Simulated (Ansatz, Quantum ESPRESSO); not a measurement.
**InP (zinc blende): bulk modulus from a few volumes**

How stiff is zinc blende InP under hydrostatic load? Each row scales the relaxed cell evenly and relaxes the atoms. The phase is followed to these pressures whether or not it stays the stable one.

Calculated with Ansatz 0.2.0, r2SCAN, PAW files of the set soft_1, cutoff 600 eV, Fermi–Dirac smearing 0.02 eV, k-mesh 8×8×8, no spin polarisation, no spin-orbit coupling.

Reference cell, relaxed at zero pressure with r2SCAN (F-43m): a = 4.1774 Å, b = 4.1774 Å, c = 4.1774 Å, α = 60.00°, β = 60.00°, γ = 60.00°.

```
atom       x       y       z
  In  0.0000  0.0000  0.0000
   P  0.7500  0.7500  0.7500
```

| V (Å³/atom) | V/V0 | P (GPa) | E − E0 (meV/atom) |
| --- | --- | --- | --- |
| 24.2268 | 0.9400 | 4.851 | 22.1 |
| 24.7423 | 0.9600 | 3.049 | 9.4 |
| 25.2578 | 0.9800 | 1.435 | 2.3 |
| 26.2887 | 1.0200 | −1.302 | 2.1 |
| 27.3196 | 1.0600 | −3.490 | 17.8 |

V0 = 25.7732 Å³ an atom, where the residual pressure P0 is −0.009 GPa. **Question.** Fit the Birch–Murnaghan law and give the pressure and the energy at V = 26.8041 Å³ an atom, a row left out above.

With the Eulerian strain f = ½[(V0/V)^(2/3) − 1] and F = (P − P0)/[3f(1 + 2f)^(5/2)], the third-order law is the line F = B0 + (3/2) B0 (B′ − 4) f.

| f | F (GPa) |
| --- | --- |
| 0.02106 | 69.40 |
| 0.01379 | 69.04 |
| 0.00678 | 68.65 |
| −0.00656 | 67.93 |
| −0.01905 | 67.12 |

A straight line through the 5 rows: the means are 0.003204 for f and 68.428 for F, Σ(Δx)² = 0.001034 and ΣΔxΔy = 0.0586, so the slope is 0.0586/0.001034 = 56.658 and the intercept 68.428 − (56.658)(0.003204) = 68.246.

Hence B0 = 68.2 GPa and B′ = 4 + (56.7)/(1.5 × 68.2) = 4.55. For the withheld volume f = −0.01290, F = 67.52 GPa and P = −2.46 GPa. The run itself gives −2.46 GPa, so the estimate misses by 0.00 GPa, a rounding's worth.

Integrating the same law gives E − E0 = (9/2) B0 V0 f²[1 + (B′ − 4) f] + P0(V0 − V), with 1 GPa Å³ = 6.2415 meV: 8.2 meV an atom. The run itself gives 8.2 meV, so the estimate misses by 0.0 meV, a rounding's worth.

The same fit over all rows at other levels or in other programs gives B0 = 67 GPa with PBEsol (Quantum ESPRESSO, GBRV), 71 GPa with LDA (Quantum ESPRESSO, GBRV) and 67 GPa with PBEsol (Quantum ESPRESSO, PseudoDojo).

[Logs are printed without paths, hosts, clocks, repeated set-up lines and the standing remarks that a program may print on its own settings, such as how far it seeks lower states.]
